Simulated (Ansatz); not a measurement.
# CO on Zr(0001), hcp start, 2x2 cell: work function, bands and core levels, part 4 of 5

Aim: how the adsorbate changes the work function, the valence spectrum and the core levels in CO on Zr(0001), hcp start, 2x2 cell.

Ansatz 0.2.0; DFT, PBE, plane-wave PAW, default files, scalar-relativistic.

So far, work function, upper face (eV): step 2 (the clean face) 4.16; step 3 (relaxing the atoms) 4.27.

## Step 4: Bands by layer (continued)

Maxima picked by a test of local sharpness, so broad peaks and shoulders can be missing; peaks within 0.45 eV of a curve's cut are left out. Valence peaks, by row:

```csv
photon energy (eV),binding energy (eV),height (% of the maximum within 13 eV),main shell,its share (%)
21.2,10.7,5.305,O 2p,60.9
21.2,6.75,19.93,O 2p,59.51
21.2,1.9,83.68,Zr 4d,93.03
21.2,0.8,100,Zr 4d,97.7
40.8,26.85,237.8,Zr 4p,98.62
40.8,21.9,16.41,Zr 4p,40.66
40.8,10.7,32.25,O 2p,67.42
40.8,6.75,100,O 2p,79.79
40.8,2,99.46,Zr 4d,72.77
40.8,0.8,99.23,Zr 4d,89.72
150,26.8,201.8,Zr 4p,97.7
150,21.85,39.93,O 2s,75.75
150,10.7,44.89,O 2p,44.3
150,6.75,86.49,O 2p,84.37
150,6.05,50.68,O 2p,63.62
150,2,94,Zr 4d,76.84
150,0.8,100,Zr 4d,90.29
1487,26.8,751.6,Zr 4p,99.7
1487,10.7,8.153,O 2s,30.42
1487,6.75,7.363,Zr 4d,41.63
1487,5.95,7.226,Zr 4d,37.1
1487,1.9,82.47,Zr 4d,89.69
1487,0.8,100,Zr 4d,94.33
8048,26.8,2241,Zr 4p,99.8
8048,10.7,13.65,Zr 4p,43.74
8048,6.75,11.95,Zr 5s,44.75
8048,5.95,13.45,Zr 5s,46.35
8048,2.2,100,Zr 5s,60.96
8048,0.75,83.96,Zr 4d,59.34
```

The planar mean, electrostatic potential oscillates, so the rows of the table below give means over windows of 1 Å about each position, cut where the curve ends. Its maxima inside the range that stand out by 2 % of the span (Å: eV): 8.8: -0.0370, 11.4: 0.0356, 13.9: -0.524. Its minima: 7.5: -18.1, 10.0: -17.8, 12.7: -17.7, 15.3: -17.6.

From the Fermi level. Table of planar mean, electrostatic potential by z; means over each step:

```csv
z (Å),"planar mean, electrostatic potential (eV)"
0,4.23
1,4.22
2,4.22
3,4.22
4,4.18
5,3.88
6,1.56
7,-10.9
8,-10.5
9,-2.28
10,-15.1
11,-4.08
12,-6.79
13,-13.6
14,-1.99
15,-13.6
16,-9.01
17,0.867
18,4.06
19,4.25
20,4.27
21,4.27
22,4.27
23,4.27
24,4.25
```

The intensity has structure finer than the step of the table below, so its rows give means over 2 eV, whole bins alone (the curve runs from -29.5 to 1.38 eV). Peaks (eV: height): O K -10.7: 26.7, -6.7: 98.9; O K, E along x -10.7: 59.1, -6.8: 52.3, -5.9: 38.3; O K, E along y -10.7: 20.3, -6.8: 124; O K, E along z -6.7: 124, -1.9: 22.3; C K -6.7: 92.2, -5.9: 66.4, -2.1: 99.8.

Shapes are the site's partial DOS without matrix elements, which overweights lines from ligand s bands. Intensity against emission energy less the core level's binding energy, zero at the Fermi level; means over each step; 7 of 9 lines; values in % of the unpolarised maximum:

```csv
emission energy less the core level's binding energy (eV),O K,"O K, E along x","O K, E along y","O K, E along z",C K,"C K, E along x","C K, E along y"
-28,0.436,0.466,0.398,0.443,2.67,3.60,2.55
-26,0.377,0.455,0.424,0.254,2.50,3.58,2.73
-24,0.201,0.334,0.178,0.0929,1.31,2.57,1.10
-22,0.743,1.52,0.556,0.156,6.83,15.0,5.10
-20,0.249,0.444,0.204,0.0973,1.48,3.16,1.13
-18,0.179,0.269,0.163,0.106,0.390,0.732,0.322
-16,0.260,0.395,0.237,0.147,0.256,0.399,0.229
-14,0.551,0.938,0.482,0.233,0.266,0.340,0.251
-12,4.34,9.20,3.39,0.437,0.443,0.463,0.394
-10,11.2,23.7,8.81,1.16,1.03,0.956,0.916
-8,13.4,8.49,17.3,14.5,10.6,7.43,11.9
-6,42.9,28.9,43.1,56.6,48.5,60.2,43.3
-4,2.99,2.52,3.23,3.23,5.25,5.83,6.39
-2,8.55,4.19,9.16,12.3,60.4,34.4,80.8
0,2.63,0.870,1.47,5.45,14.2,5.08,10.7
```

Window up to 1.3 eV. Shell moments, by row:

```csv
element,shell,occupied states an atom,centre of occupied part (eV),rms width of occupied part (eV),centre up to the window's top (eV),rms width up to the window's top (eV)
O,2s,1.664,-19.88,5.235,-19.63,5.665
O,2p,4.712,-7.09,3.58,-6.877,3.754
C,2s,1.31,-10.69,6.487,-10.32,6.694
C,2p,2.951,-5.942,6.538,-5.315,6.514
Zr,5s,0.8332,-3.688,5.028,-3.081,4.903
Zr,4p,5.901,-26.82,0.3262,-26.82,0.3262
Zr,5p*,0.1482,-3.38,5.738,-1.295,4.508
Zr,4d,3.077,-1.863,3.435,-0.8675,2.962
```

Shapes are the site's partial DOS without matrix elements, which overweights lines from ligand s bands. Emission peaks, by row:

```csv
line,energy (eV),height (%)
O K,-10.7,26.79
O K,-6.75,100
O K,-6.05,40.72
O K,-2.15,12.84
"O K, E along x",-10.7,59.32
"O K, E along x",-6.8,53.09
"O K, E along x",-5.95,38.7
"O K, E along x",-2.35,6.623
"O K, E along y",-10.7,20.33
"O K, E along y",-6.8,125
"O K, E along y",-2.35,15.71
"O K, E along z",-6.7,124.2
"O K, E along z",-6.05,58.1
"O K, E along z",-1.9,22.31
"O K, E along z",-0.5,11.08
C K,-21.85,10.69
C K,-6.75,93.1
C K,-5.95,67.08
C K,-2.15,100
C K,-0.15,27.43
"C K, E along x",-21.85,23.55
"C K, E along x",-6.75,57.14
"C K, E along x",-5.95,131.9
"C K, E along x",-2.2,58.57
"C K, E along x",-1.3,25.27
"C K, E along y",-21.85,7.949
"C K, E along y",-6.8,97.79
"C K, E along y",-5.95,50.96
"C K, E along y",-2.25,138
"C K, E along y",-1.25,65.3
"C K, E along z",-6.75,125.5
"C K, E along z",-1.95,126.3
"C K, E along z",-1,44.82
"C K, E along z",-0.15,64.44
Zr L-beta2,-1.05,100
```

Recipe: projected DOS times atomic cross section and asymmetry factor (unpolarised light, 90° from the beam), occupied states only, Fermi edge at 77 K, a Lorentzian width of 0.2 eV growing by 0.05 eV per eV of binding energy, and a resolution of 0.3 eV. Each atom is damped by exp[−depth/(λ cos θ)], θ = 45° from the normal, λ from the universal curve. Curves are cut 10 eV under the photon energy, above any shell that the free atom's threshold puts out of reach, or at the lower edge of the window: 11.2 eV at 21.2 eV, 29.6 eV at 40.8 eV, 29.6 eV at 150 eV, 29.6 eV at 1486.7 eV and 29.6 eV at 8047.8 eV. A star in tables and legends marks shells that hold the states left over by the projection (0.7 % of the filled ones), a stand-in for orbitals that the files don't project on. Matrix elements of the solid and inelastic losses aren't modelled, nor non-dipole terms, which matter above 3 keV.

Share of each shell in the spectrum's area (%), by photon energy:

```csv
shell,21.2 eV,40.8 eV,150 eV,1486.7 eV,8047.8 eV
O 2s,0.0,1.4,7.8,0.9,0.5
O 2p,8.0,14.4,13.7,0.1,0.0
C 2s,0.5,1.6,3.6,0.3,0.1
C 2p,5.1,4.9,2.0,0.0,0.0
Zr 5s,0.2,0.3,1.6,1.3,3.7
Zr 4p,0.0,55.9,48.9,86.6,93.6
Zr 4d,86.1,21.5,22.4,10.7,2.0
```

Regions along c: top from 14.5 to 20.5 Å, middle from 10.8 to 14.0 Å, bottom from 3.5 to 10.8 Å.

The largest force component on a free atom is 0.022 eV/Å, so the atoms are at rest for these settings too. At the Fermi level the DOS is 25.65 states/eV a cell, and on the broadened curves Zr 4d holds 86 % of the total there.

## Step 5: Core holes

XPS shifts tell sites apart. Each chosen atom gets a core hole in a self-consistent pass of its own.

The input, input.yaml:

```yaml
crystal:
  lattice:
    - [6.46, 0.0, 0.0]
    - [3.23, 5.5945241084, 0.0]
    - [0.0, 0.0, 25.065]
  atoms:
    - { symbol: O_h, position: [0.1944777998, 0.1944557861, 0.658481294] }
    - { symbol: C_h, position: [0.3185280016, 0.3184934014, 0.6540588948] }
    - { symbol: Zr_h, position: [0.0167763631, 0.0167643233, 0.6119124771] }
    - { symbol: Zr, position: [0.5194782875, -0.0096478126, 0.6050814314] }
    - { symbol: Zr, position: [-0.0095752166, 0.5194467129, 0.6050774464] }
    - { symbol: Zr_h, position: [0.4866835931, 0.4866647752, 0.6147016064] }
    - { symbol: Zr, position: [0.8214682617, 0.3347678184, 0.5102668166] }
    - { symbol: Zr, position: [0.3269460181, 0.326963692, 0.5045630592] }
    - { symbol: Zr, position: [0.8400048077, 0.8400196062, 0.5058927222] }
    - { symbol: Zr, position: [0.3347529481, 0.821402481, 0.5102741817] }
    - { symbol: Zr_h, position: [0.0, 0.0, 0.40235388] }
    - { symbol: Zr, position: [0.5, 0.0, 0.40235388] }
    - { symbol: Zr, position: [0.0, 0.5, 0.40235388] }
    - { symbol: Zr, position: [0.5, 0.5, 0.40235388] }
    - { symbol: Zr, position: [0.833333333, 0.333333333, 0.299222023] }
    - { symbol: Zr, position: [0.333333333, 0.333333333, 0.299222023] }
    - { symbol: Zr, position: [0.833333333, 0.833333333, 0.299222023] }
    - { symbol: Zr, position: [0.333333333, 0.833333333, 0.299222023] }
kpoints:
  mp_grid: { grid: [6, 6, 1] }
scf:
  occupations: { method: fermi_dirac, width: 0.05 }
  n_extra_bands: 14
hamiltonian:
  xc: pbe
  pseudopotentials: { kind: paw }
output:
  forces: true
  write_potential: true
  volumetric_format: []
  core_levels:
    shells: { O_h: "1s", C_h: "1s", Zr_h: "3d" }
    counted_from: fermi_level
    add_spin: always
efield:
  axis: 3
  dipole_correction: true
```

Command:

```sh
$ ansatz run input.yaml --threads 8 --pin off --max-ram 20480MiB --backend cpu --events-out ev --progress --plain --runs-dir out
```

Numbers of over 12 decimals in the logs are rounded to 6 here.

Log:

```text
[...]
Crystal: 18 atoms, lattice volume = 905.865 Å³
Basis set: ecut = 420 eV, 17711 PW (Γ), exchange–correlation on 90×90×360 points (8 copies of the dense FFT grid, shifted against one another)
Bands: 115, of which v1, the nominal top of the filled ones, is band 101 counted from 1 (100 counted from 0)
Symmetry: 1 space group operations
[...]
k-points: 20 of 36 (time reversal used)
[...]
SCF iter   1: F=—  HF=-67753.523407 eV  |F-HF|=—  |Δ(HF+E_count)|=         —  Δρ=5.60e-3  dr2=2.30e0  ethr=1.77e-3  p=-0.005 e·Å  D=-1.04e-3 V/Å  ΔV_dip=0.03 eV  dr2_dipole=1.95e-1  V_vac-E_F(+/−)=4.17/4.14 eV  ⟨swp⟩=8.3  Hψ=10710  notcnv=0
[...]
SCF iter   9: F=-67753.451685 eV  HF=-67753.451685 eV  |F-HF|=1.02e-10  |Δ(HF+E_count)|=   1.16e-7  Δρ=1.03e-6  dr2=2.63e-8  ethr=4.95e-11  p=-0.009 e·Å  D=-1.86e-3 V/Å  ΔV_dip=0.05 eV  dr2_dipole=7.32e-10  V_vac-E_F(+/−)=4.27/4.22 eV  ⟨swp⟩=14.0  Hψ=18814  notcnv=0
SCF 1 converged in 9 iterations: F = -67753.451685 eV  dr2 = 2.63e-8
[...]
── core hole 1/5: 1s of O_h 0 ──
── 1s of O_h 0: 531.185 eV over the cell without the hole, in 20 iterations ──
── core hole 2/5: 1s of C_h 1 ──
── 1s of C_h 1: 282.665 eV over the cell without the hole, in 19 iterations ──
── core hole 3/5: 3d of Zr_h 2 ──
── 3d of Zr_h 2: 178.237 eV over the cell without the hole, in 25 iterations ──
── core hole 4/5: 3d of Zr_h 5 ──
── 3d of Zr_h 5: 178.096 eV over the cell without the hole, in 22 iterations ──
── core hole 5/5: 3d of Zr_h 10 ──
── 3d of Zr_h 10: 177.867 eV over the cell without the hole, in 22 iterations ──
SCF converged after 9 iterations
Free energy (F): -67753.451685 eV
[...]
Internal energy: -67753.241604 eV  (E = F + TS)
E sigma→0 (E₀):  -67753.346645 eV
Entropy (-TS):   -0.210081 eV (-11.671 meV/atom)
Fermi energy:    3.559696 eV
Dipole field:    D = -0.001875 V/Å  (p = -0.009385 e·Å, saw-weighted, corrected)
Work function:   Φ+ = 4.2681 eV   Φ− = 4.2211 eV
[...]
--- Forces (eV/Å), atoms counted from 1 ---
  atom   1  O_h     -0.00240523    -0.00143971    -0.00025015
  atom   2  C_h     -0.00938624    -0.00626427     0.00714195
  atom   3  Zr_h    -0.01555263    -0.00877477    -0.00006413
  atom   4  Zr       0.00497917    -0.00305742    -0.00815654
  atom   5  Zr      -0.00163930     0.00718504    -0.00796686
  atom   6  Zr_h     0.02204659     0.01166787    -0.00508510
  atom   7  Zr      -0.00073701     0.00558243    -0.00679121
  atom   8  Zr       0.00260384     0.00019339     0.01493927
  atom   9  Zr      -0.00635392    -0.00349109     0.00882203
  atom  10  Zr       0.00600363    -0.00186369    -0.00769885
  atom  11  Zr_h     0.14974663     0.08647134    -0.48710526
  atom  12  Zr      -0.04206318     0.06389761    -0.65554847
  atom  13  Zr       0.03460283    -0.06788905    -0.65600862
  atom  14  Zr      -0.11324418    -0.06569283    -0.30650492
  atom  15  Zr      -0.01462476     0.01405008     0.53677261
  atom  16  Zr       0.01717967     0.00982236     0.51047892
  atom  17  Zr      -0.03606809    -0.02075877     0.52613201
  atom  18  Zr       0.00493532    -0.01962520     0.53698210
  max |Σ_I F_I| component: 8.88e-5 eV/Å
--- Band table (eV; the first three rows and the last of 20) ---
  k-point 0: bands = [... 97 lower, 3.6907, 3.7977, 3.9329, 4.0724, 4.1068, 4.2474, 4.3302, 4.3619, ... 10 higher]
  k-point 1: bands = [... 97 lower, 3.6666, 3.7622, 3.8292, 3.8753, 3.9504, 4.0244, 4.1077, 4.1586, ... 10 higher]
  k-point 2: bands = [... 97 lower, 3.3395, 3.4863, 3.5182, 3.5616, 3.6370, 3.6839, 3.7609, 3.8189, ... 10 higher]
  k-point 19: bands = [... 97 lower, 3.1682, 3.2358, 3.3418, 3.3691, 3.4466, 3.4915, 3.4990, 3.5854, ... 10 higher]
--- Core levels from the Fermi level (as output.core_levels.counted_from types it; a hole's nearest image at 6.5 Å) ---
  the holes have spin, as output.core_levels.add_spin types it
  atom         alike  shell      binding/eV   shift/eV difference/eV images/eV   SCF
  O_h 0            1     1s         531.185     +0.000       531.185         –    20
  C_h 1            1     1s         282.665     +0.000       282.665         –    19
  Zr_h 2           1     3d         178.237     +0.000       178.237         –    25
  Zr_h 5           1     3d         178.096     -0.141       178.096         –    22
  Zr_h 10          1     3d         177.867     -0.370       177.867         –    22
  the dataset of O_h with a 1s hole: scattering error 0.001 eV (0.001 eV in the local channel); free atom: scalar-relativistic, large and small components
  the dataset of C_h with a 1s hole: scattering error 0.003 eV (0.001 eV in the local channel); free atom: scalar-relativistic, large and small components
  the dataset of Zr_h with a 3d hole: scattering error 0.000 eV; free atom: scalar-relativistic, large and small components
  the two lines of Zr_h's 3d: 3d3/2 +1.430 eV and 3d5/2 -0.953 eV off its levels, 2 : 3 in strength
```

Run time: 17 min. Hardware: 8 threads of Arm Neoverse V1, shared host; peak memory 5.7 GiB; 2.2 h of CPU time.

Levels are total-energy differences with one electron taken from the core. The electron goes to the Fermi level, so the difference is a binding energy from E_F. The hole's nearest image is 6.5 Å away.

```csv
atom,region,shell,level (eV),shift (eV),"potential at nucleus, shift (V)",j lines (eV),doubts
O1,adsorbate,1s,531.18,-,+0.00,-,-
C2,adsorbate,1s,282.67,-,+0.00,-,-
Zr3,layer 1,3d,178.24,+0.37,+0.54,179.67 / 177.28,-
Zr6,layer 1,3d,178.10,+0.23,+0.22,179.53 / 177.14,-
Zr11,layer 3,3d,177.87,+0.00,+0.00,179.30 / 176.91,-
```

Levels of p, d and f shells are means over their two j lines, weighted by degeneracy; the splitting comes from the atom's own solve. Shifts count from the last listed atom of each element. A higher potential at the nucleus binds core electrons more tightly, so that column is a rough initial-state shift.

The Zr 3d lines of the listed atoms alone (other atoms of the cell aren't counted), as Gaussians 0.3 eV wide, no depth weighting. Intensity against Zr 3d level; read off at these points:

```csv
Zr 3d level (eV),intensity (%)
176.250,0
176.500,0.295
176.750,25.1
177.000,78.9
177.195,100.0
177.250,94.6
177.500,14.5
177.750,0.0706
178.000,0
178.250,0
178.500,0
178.750,0.00407
179.000,2.50
179.250,38.6
179.500,62.7
179.578,66.7
179.750,38.0
180.000,1.28
180.250,0.00107
```

(Continued in part 5 of 5.)

[Logs are printed without paths, hosts, clocks, repeated set-up lines and the standing remarks that a program may print on its own settings, such as how far it seeks lower states.]

[Hosts, paths, dates, database ids (printed as entryN), source tags and the programs' standing remarks are cut or masked in the printed files.]

[Maps of the electrostatic potential energy from Ansatz leave out the sawtooth potential of an applied field or a dipole correction, so their vacuum need not be flat; work functions include it.]
